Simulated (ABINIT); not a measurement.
Records of electronic-structure calculations.

Quasiparticle gap of AgCl (Fm-3m) in ABINIT. Symmetry: Fm-3m, No. 225, cubic system. Conventional cell: a = 5.545 Å, b = 5.545 Å, c = 5.545 Å, α = 90.00°, β = 90.00°, γ = 90.00°. Nearest to Ag lie 6 Cl at 2.77 Å. Nearest to Cl lie 6 Ag at 2.77 Å. Farther neighbours, and contacts between anions beyond the nearest, are not listed. The calculation used RPA screening on PBE with spin-orbit coupling, plane waves, norm-conserving pseudopotentials (and 2 further levels or steps) in ABINIT 10.8.3, with cutoff 37 Ha, PseudoDojo fully relativistic 0.4 standard, norm-conserving, ngkpt (4, 4, 4), nband 190, ecuteps 5.5 Ha, shiftk (0, 0, 0), symchi 1, awtr 1, frequency ppm, 4×4×4 k-mesh. The PBE gap is 0.87 eV, indirect, the G0W0 gap on the mesh is 2.00 eV and the GW settings are 4×4×4 mesh, 190 bands, screening to 149.7 eV, Godby-Needs plasmon pole. The known limits are short of the basis limit; screening head approximate; d shell near the gap, gap tends to lie low; coarse k mesh. It took 5 runs, 6.4 min in all on 8 MPI ranks of Arm Neoverse V2, shared host. G0W0 moves the gap on the mesh from 0.87 eV to 2.00 eV (+1.13 eV), with Z of 0.80 and 0.83 at the edges. Local fields lower the RPA ε∞ on this mesh from 6.65 to 6.06; a Γ-centred mesh this coarse tends to raise both, most where the direct gap is narrow, while a short band sum lowers them. The program's warnings: Neglecting <n,k|[Vnl,iqr]|m,k>. The cell and positions are those that the Materials Project relaxed with its own functionals (PBE, PBE+U or r2SCAN), kept fixed. Limits: screening head approximate; d shell near the gap, gap tends to lie low. The 4×4×4 mesh is coarse for this cell, which bears on the long-range parts of exchange and screening.

[Paths, hosts, dates, memory and timing lines, banners, echoed tables and standing remarks are left out of the program output; an Ansatz launch command may be rebuilt from the run's recorded settings. Measured values are a selection of at most five: reports struck by readers or far from the other reports are left out. None is set beside runs whose start may be inverted or whose files or cutoffs have a known fault.]

[Runs of the session that timed out or met a known fault of the program may be left out.]

[Hosts, paths, dates, database ids (printed as entryN), source tags and the programs' standing remarks are cut or masked in the printed files.]

[G0W0 gaps are taken among the corrected bands and points alone; a level outside them can change the order at an edge.]

[Where Ansatz stands beside ABINIT at settings called matched, ABINIT's density can come from a denser mesh and the files from another edition; pairs whose starting gaps differed by over 0.03 eV were left out, so agreement reads better than it is.]
